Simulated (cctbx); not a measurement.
## TiTl3Pt2 with cctbx, script by script

Library: cctbx 2025.11. The data are simulated by the first script.

## 1. Simulate the data

run.py:

```python
from cctbx import adptbx, crystal, miller, sgtbx, xray
from cctbx.array_family import flex
from iotbx.shelx import hklf
from scitbx import matrix
import scitbx.random

cs = crystal.symmetry(unit_cell=(13.28, 13.28, 13.28, 90, 90, 90), space_group_symbol='Hall: F 4d 2 3 -1d')  # Fd-3m
atoms = [  # label, site, U (iso, or U11 U22 U33 U12 U13 U23 in A^2), occupancy
    ("Tl1", (0, 0, 0.1881), (0.0036, 0.0036, 0.0043, -0.0007, -0.0000, 0.0000), 0.9667),
    ("Ti1", (0, 0, 0.1881), (0.0036, 0.0036, 0.0043, -0.0007, -0.0000, 0.0000), 0.0333),
    ("Pt1", (0.6624, 0.1624, 0.3376), (0.0057, 0.0057, 0.0057, 0.0004, -0.0004, -0.0004), 1),
    ("Ti2", (0.375, 0.625, 0.375), (0.0060, 0.0060, 0.0060, -0.0008, 0.0008, -0.0008), 0.9),
    ("Tl2", (0.375, 0.625, 0.375), (0.0060, 0.0060, 0.0060, -0.0008, 0.0008, -0.0008), 0.1),
]
xs = xray.structure(crystal_symmetry=cs)
for label, site, u, occ in atoms:
    u = adptbx.u_cif_as_u_star(cs.unit_cell(), u) if isinstance(u, tuple) else u
    xs.add_scatterer(xray.scatterer(label, site=site, u=u, occupancy=occ))
xs.set_inelastic_form_factors(0.71073, "sasaki")
xs.show_summary()
p1 = xs.expand_to_p1()
ms = miller.build_set(p1, anomalous_flag=True, d_min=0.84)
flex.set_random_seed(727733)
scitbx.random.set_random_seed(727733)
ms = ms.select(flex.random_double(ms.size()) < 0.95)
i = ms.structure_factors_from_scatterers(p1, algorithm="direct").f_calc().as_intensity_array().data()
i = i / flex.sqrt(1 + 0.1 * i / flex.max(i))  # extinction
i = i * 70000 / flex.max(i)
sig = flex.sqrt(i + flex.pow2(0.03 * i) + 4 ** 2)
noise = scitbx.random.variate(scitbx.random.normal_distribution())(i.size())
data = ms.array(data=i + sig * noise, sigmas=sig).set_observation_type_xray_intensity()
with open("data.hkl", "w") as f:
    data.export_as_shelx_hklf(f)
print("reflections written:", data.size(), " <I/sigma> = %.1f" % flex.mean(data.data() / data.sigmas()))
for h, a, b in list(data.sort("data"))[:12]:
    print("%4d%4d%4d %9.1f %7.1f" % (h + (a, b)))
```

```console
$ python run.py
```

```text
Number of scatterers: 5
At special positions: 5
Unit cell: (13.28, 13.28, 13.28, 90, 90, 90)
Space group: F d -3 m :1 (No. 227)
reflections written: 15747  <I/sigma> = 4.8
  -6   0   6   73196.3  2116.6
  -6   0  -6   71274.6  2116.6
   0  -6  -6   71033.3  2116.6
   6   6   0   70228.0  2116.6
   0   6  -6   70036.5  2116.6
  -6   6   0   69666.5  2116.6
   6   0   6   69591.3  2116.6
   6  -6   0   69531.6  2116.6
  -6  -6   0   69276.9  2116.6
   0  -6   6   67878.4  2116.6
   6   0  -6   67580.6  2116.6
  -3  -3   3   58536.3  1654.8
```

Run time: 0.38 s on 1 thread of Arm Neoverse V2, with other jobs on the host, peak memory 0.07 GiB.

## 2. Refinement

run.py:

```python
import math
from cctbx import adptbx, crystal, maptbx, sgtbx, xray
from cctbx.array_family import flex
from cctbx.xray import observations
from iotbx.shelx import hklf
from scitbx.lstbx import normal_eqns_solving
from smtbx import absolute_structure, utils
from smtbx.refinement import constraints, least_squares

cs = crystal.symmetry(unit_cell=(13.28, 13.28, 13.28, 90, 90, 90), space_group_symbol='Hall: F 4d 2 3 -1d')  # Fd-3m
atoms = [  # label, site, U (iso, or U11 U22 U33 U12 U13 U23 in A^2), occupancy
    ("Tl1", (0, 0, 0.1881), 0.0200, 1),
    ("Pt1", (0.6624, 0.1624, 0.3376), 0.0200, 1),
    ("Ti2", (0.375, 0.625, 0.375), 0.0200, 1),
]
xs = xray.structure(crystal_symmetry=cs)
for label, site, u, occ in atoms:
    u = adptbx.u_cif_as_u_star(cs.unit_cell(), u) if isinstance(u, tuple) else u
    xs.add_scatterer(xray.scatterer(label, site=site, u=u, occupancy=occ))
xs.set_inelastic_form_factors(0.71073, "sasaki")
xs.convert_to_anisotropic()
raw = hklf.reader(file_name="data.hkl").as_miller_arrays(crystal_symmetry=cs, anomalous=True)[0]
merged = raw.eliminate_sys_absent().merge_equivalents()
fo2 = merged.array().set_observation_type_xray_intensity()
print("Rint %.3f, %d unique reflections to %.2f A" % (merged.r_int(), fo2.size(), fo2.d_min()))
for sc in xs.scatterers():
    sc.flags.set_grad_site(True)
    sc.flags.set_grad_u_aniso(sc.flags.use_u_aniso())
    sc.flags.set_grad_u_iso(sc.flags.use_u_iso())
obs = fo2.as_xray_observations()
extra = {}
rep = constraints.reparametrisation(xs, [], utils.connectivity_table(xs), **extra)
ls = least_squares.crystallographic_ls(obs, rep, weighting_scheme=least_squares.mainstream_shelx_weighting(a=0, b=0))
print("cycle     R1     wR2    GooF  max shift (A)")
for cycle in range(12):
    ls.build_up()
    r1, wr2, goof = ls.r1_factor(cutoff_factor=2)[0], ls.wR2(), ls.goof()
    old = xs.sites_cart()
    normal_eqns_solving.levenberg_marquardt_iterations(ls, n_max_iterations=3, tau=1e-06, step_threshold=1e-7)
    big = flex.max((xs.sites_cart() - old).norms())
    print("%4d %7.4f %7.4f %7.3f %9.5f" % (cycle + 1, r1, wr2, goof, big))
    ls.build_up(objective_only=True)
    if abs(ls.wR2() - wr2) < 5e-5 and big < 5e-4:
        break
ls.build_up()
print("final R1 %.4f wR2 %.4f GooF %.3f  parameters %d  data/parameter %.1f" % (ls.r1_factor(cutoff_factor=2)[0], ls.wR2(), ls.goof(), ls.n_parameters, fo2.size() / ls.n_parameters))
cov = ls.covariance_matrix_and_annotations()
su = dict(zip(cov.annotations, (math.sqrt(max(v, 0)) for v in cov.matrix.matrix_packed_u_diagonal())))
a2 = cs.unit_cell().reciprocal_parameters()[0] ** -2
print("atom        x        y        z      Ueq    occ   su(xyz)  su(Uiso or U11)")
for sc in xs.scatterers():
    s = max(su.get(sc.label + k, 0) for k in (".x", ".y", ".z"))
    npd = "" if sc.is_positive_definite_u(cs.unit_cell()) else "  NPD"
    print("%-5s %8.5f %8.5f %8.5f %8.4f %6.3f %8.5f %7.4f%s" % ((sc.label,) + sc.site + (sc.u_iso_or_equiv(cs.unit_cell()), sc.occupancy, s, su.get(sc.label + ".uiso", su.get(sc.label + ".u11", 0) * a2), npd)))
fo = fo2.f_sq_as_f()
fc = fo.structure_factors_from_scatterers(xs, algorithm="direct").f_calc()
diff = fo.f_obs_minus_f_calc(1 / math.sqrt(ls.scale_factor()), fc).average_bijvoet_mates()
m = diff.fft_map(symmetry_flags=maptbx.use_space_group_symmetry, resolution_factor=0.25).apply_volume_scaling()
print("difference map: max %.2f min %.2f rms %.2f" % (m.statistics().max(), m.statistics().min(), m.statistics().sigma()))
peaks = m.peak_search(parameters=maptbx.peak_search_parameters(min_distance_sym_equiv=0.6, max_clusters=6)).all()
near = xs.closest_distances(peaks.sites(), distance_cutoff=4)
sps = cs.special_position_settings(min_distance_sym_equiv=0.5)
for k, (x, h) in enumerate(zip(peaks.sites(), peaks.heights())):
    ss = sps.site_symmetry(x)
    print("Q%-3d %7.4f %7.4f %7.4f %4d %7.2f  %.2f A from %s" % ((k + 1,) + tuple(t % 1 for t in ss.exact_site()) + (ss.multiplicity(), h, near.smallest_distances[k], xs.scatterers()[near.i_seqs[k]].label)))
```

```console
$ python run.py
```

```text
Rint 0.026, 125 unique reflections to 0.84 A
cycle     R1     wR2    GooF  max shift (A)
   1  0.1162  0.2599  31.936   0.00117
   2  0.0207  0.0647   7.949   0.00000
final R1 0.0207 wR2 0.0647 GooF 7.949  parameters 9  data/parameter 13.9
atom        x        y        z      Ueq    occ   su(xyz)  su(Uiso or U11)
Tl1    0.00000  0.00000  0.18810   0.0042  1.000  0.00006  0.0005
Pt1    0.66235  0.16235  0.33765   0.0048  1.000  0.00004  0.0004
Ti2    0.37500  0.62500  0.37500  -0.0114  1.000  0.00000  0.0008  NPD
difference map: max 5.35 min -1.62 rms 0.45
Q1    0.1250  0.1250  0.6250   16    5.35  0.00 A from Ti2
Q2    0.1276  0.1276  0.3724   32    1.04  0.92 A from Pt1
Q3    0.0769  0.0769  0.4231   32    0.73  0.25 A from Pt1
Q4    0.0000  0.0000  0.1029   48    0.73  1.13 A from Tl1
Q5    0.9995  0.0767  0.1756  192    0.51  1.03 A from Tl1
Q6    0.0312  0.0312  0.1250   96    0.44  1.02 A from Tl1
```

Time: 0.46 s.

This run holds a fault made on purpose: disorder ignored: each site full, of its main element.

## 3. Refinement (occupancies of the disordered sites free, main element alone)

run.py, as its changes from the last script of this kind:

```diff
@@ -12,3 +12,3 @@
-    ("Tl1", (0, 0, 0.1881), 0.0200, 1),
-    ("Pt1", (0.6624, 0.1624, 0.3376), 0.0200, 1),
-    ("Ti2", (0.375, 0.625, 0.375), 0.0200, 1),
+    ("Tl1", (0, 0, 0.1881), 0.0120, 1),
+    ("Pt1", (0.66235, 0.16235, 0.33765), 0.0120, 1),
+    ("Ti2", (0.375, 0.625, 0.375), 0.0120, 1),
@@ -29,0 +30 @@
+    sc.flags.set_grad_occupancy(sc.label in ('Tl1', 'Ti2'))
@@ -35 +36 @@
-for cycle in range(12):
+for cycle in range(20):
@@ -54,0 +56,2 @@
+print("su of occupancy Tl1: %.3f" % su["Tl1.occ"])
+print("su of occupancy Ti2: %.3f" % su["Ti2.occ"])
```

```console
$ python run.py
```

```text
Rint 0.026, 125 unique reflections to 0.84 A
cycle     R1     wR2    GooF  max shift (A)
   1  0.0695  0.1700  21.068   0.00015
   2  0.0201  0.0619   7.667   0.00009
   3  0.0195  0.0589   7.303   0.00008
   4  0.0189  0.0567   7.034   0.00006
   5  0.0184  0.0551   6.828   0.00005
   6  0.0181  0.0538   6.667   0.00004
   7  0.0178  0.0527   6.536   0.00004
   8  0.0175  0.0518   6.424   0.00003
   9  0.0174  0.0510   6.327   0.00003
  10  0.0172  0.0503   6.238   0.00002
  11  0.0170  0.0497   6.157   0.00002
  12  0.0169  0.0490   6.079   0.00002
  13  0.0167  0.0484   6.005   0.00002
  14  0.0166  0.0479   5.934   0.00002
  15  0.0164  0.0473   5.865   0.00001
  16  0.0163  0.0468   5.797   0.00001
  17  0.0161  0.0462   5.730   0.00001
  18  0.0160  0.0457   5.665   0.00001
  19  0.0159  0.0452   5.601   0.00001
  20  0.0157  0.0447   5.538   0.00001
final R1 0.0156 wR2 0.0442 GooF 5.476  parameters 11  data/parameter 11.4
atom        x        y        z      Ueq    occ   su(xyz)  su(Uiso or U11)
Tl1    0.00000  0.00000  0.18807   0.0036  0.962  0.00004  0.0003
Pt1    0.66238  0.16238  0.33762   0.0062  1.000  0.00003  0.0004
Ti2    0.37500  0.62500  0.37500  -0.0071  1.066  0.00000  0.0012  NPD
su of occupancy Tl1: 0.005
su of occupancy Ti2: 0.023
difference map: max 3.53 min -1.77 rms 0.33
Q1    0.1250  0.1250  0.6250   16    3.53  0.00 A from Ti2
Q2    0.1178  0.1178  0.8822   32    0.91  1.03 A from Pt1
Q3    0.0119  0.0906  0.5906   96    0.52  1.32 A from Pt1
Q4    0.0000  0.0000  0.1076   48    0.44  1.07 A from Tl1
Q5    0.0017  0.0683  0.1802  192    0.43  0.91 A from Tl1
Q6    0.0000  0.0000  0.7595   48    0.36  0.70 A from Tl1
```

Run time: 1.4 s on 1 thread of Arm Neoverse V2, on a shared host, peak memory 0.09 GiB.

Figures of merit this high mean that the model is still wrong or incomplete.

[Logs are printed without paths, hosts, clocks, repeated set-up lines and the standing remarks that a program may print on its own settings, such as how far it seeks lower states.]
